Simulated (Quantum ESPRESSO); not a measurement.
# CrO2: energy over the lowest, ferro ++ against volume, fitted and tested on a withheld row

System: CrO2, 2 Cr and 4 O in the cell, space group P4_2/mnm. From the study “CrO2: orders under volume”.

Method: PBE; plane waves with GBRV 1.5 PBE potentials (Quantum ESPRESSO 7.5). Settings shared by all rows: cutoff 544.23 eV, 6×6×10 k-mesh, fermi-dirac occupations, smearing width 0.05 eV. No Hubbard term acts here. In such compounds local and semilocal functionals without one often delocalise the d electrons, and can shrink or lose moments and miss the size, sign and order of the couplings.

Computed values, one withheld:

```csv
volume (factor),"energy over the lowest, ferro ++ (meV an atom)"
0.91,91.76
0.94,43.05
0.97,13.42
1,0.00
1.03,0.32
1.06,12.24
1.09,?
```

Q: Choose a law, fit it, and give the withheld energy over the lowest, ferro ++ (volume = 1.09 factor).

**Law.** Energy against volume follows the Birch–Murnaghan form, which is a polynomial in the Eulerian strain: third order, a cubic in t = (V/1)^(−2/3) − 1. In symbols, E = c0 + c1 t + c2 t² + c3 t³, with energy over the lowest, ferro ++ in meV an atom.

**Fit.** Least squares on 6 rows gives c0 = 0.0078242, c1 = 309.303, c2 = 16723.6 and c3 = 4615.49.

```csv
volume (factor),t,computed,fit,computed − fit
0.91,0.064892,91.76,91.764,-0.004
0.94,0.042113,43.05,43.037,0.013
0.97,0.020514,13.42,13.430,-0.010
1,0,0.00,0.008,-0.008
1.03,-0.019513,0.32,0.306,0.014
1.06,-0.038101,12.24,12.245,-0.005
```

The slope vanishes at t = -0.009283, so the minimum lies at V = 1 × (1 + t)^(−3/2) = 1.014. That is the minimum of this magnetic state alone.

Shape and fractional positions are held, so this modulus can lie above that of a cell free to relax.

**Prediction.** At volume = 1.09 factor, t = -0.055833, so the law predicts 34.067 meV an atom. The computed value is 33.95 meV an atom, 0.117 below the prediction. The row lies beyond the fitted rows, so this is an extrapolation. The miss is 12 times the rms residual of the fit, 0.010.

[Logs and program files are shortened in this print: banners, set-up blocks, solver, clock and traceback lines can be left out without a mark of their own.]

[Logs are printed without paths, hosts, clocks, repeated set-up lines and the standing remarks that a program may print on its own settings, such as how far it seeks lower states.]

[Hosts, paths, dates, database ids (printed as entryN), source tags and the programs' standing remarks are cut or masked in the printed files.]

[Where a cell is said to come from a database of computed structures, the database is the Materials Project.]
